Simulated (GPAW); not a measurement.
Computed results, one entry a study.

```
Ba2NF (R-3m): G0W0 with GPAW, start to end
1.0
     2.01082    1.16095    6.67510
    -2.01082    1.16095    6.67510
     0.00000   -2.32190    6.67510
Ba N F
2 1 1
Direct
  0.75764 0.75764 0.75764
  0.24236 0.24236 0.24236
  0.50000 0.50000 0.50000
  0.00000 0.00000 0.00000
# method: DFT, LDA, plane waves, PAW (and 1 further level or step)
# program: GPAW 26.7.0
# settings of one run: cutoff 600 eV, GPAW PAW setups 1.2.1 data release, 4×4×4 k-mesh, nbands 222
# cost: 3 runs, 9.3 min in all on 4 MPI ranks of Arm Neoverse V1, shared host (the runs of this entry)
# notes: The cell and positions are those that the Materials Project relaxed with its own functionals (PBE, PBE+U or r2SCAN), kept fixed. Limits: no spin-orbit coupling. Bands and cutoff are finite, so the gap is not at the basis limit. The miss can reach some tenths of an eV and take either sign; the mesh is an error of its own.
# LDA gap: 0.91 eV, direct
# G0W0 gap on the mesh: 1.62 eV
# GW settings: 4×4×4 mesh, 98 bands, screening to 60 eV, Godby-Needs plasmon pole
# known limits: not at the basis limit; no spin-orbit coupling
```

[Paths, hosts, dates, memory and timing lines, banners, echoed tables and standing remarks are left out of the program output.]

[Logs are printed without paths, hosts, clocks, repeated set-up lines and the standing remarks that a program may print on its own settings, such as how far it seeks lower states.]

[Runs of the session that timed out or met a known fault of the program may be left out.]

[Hosts, paths, dates, database ids (printed as entryN), source tags and the programs' standing remarks are cut or masked in the printed files.]
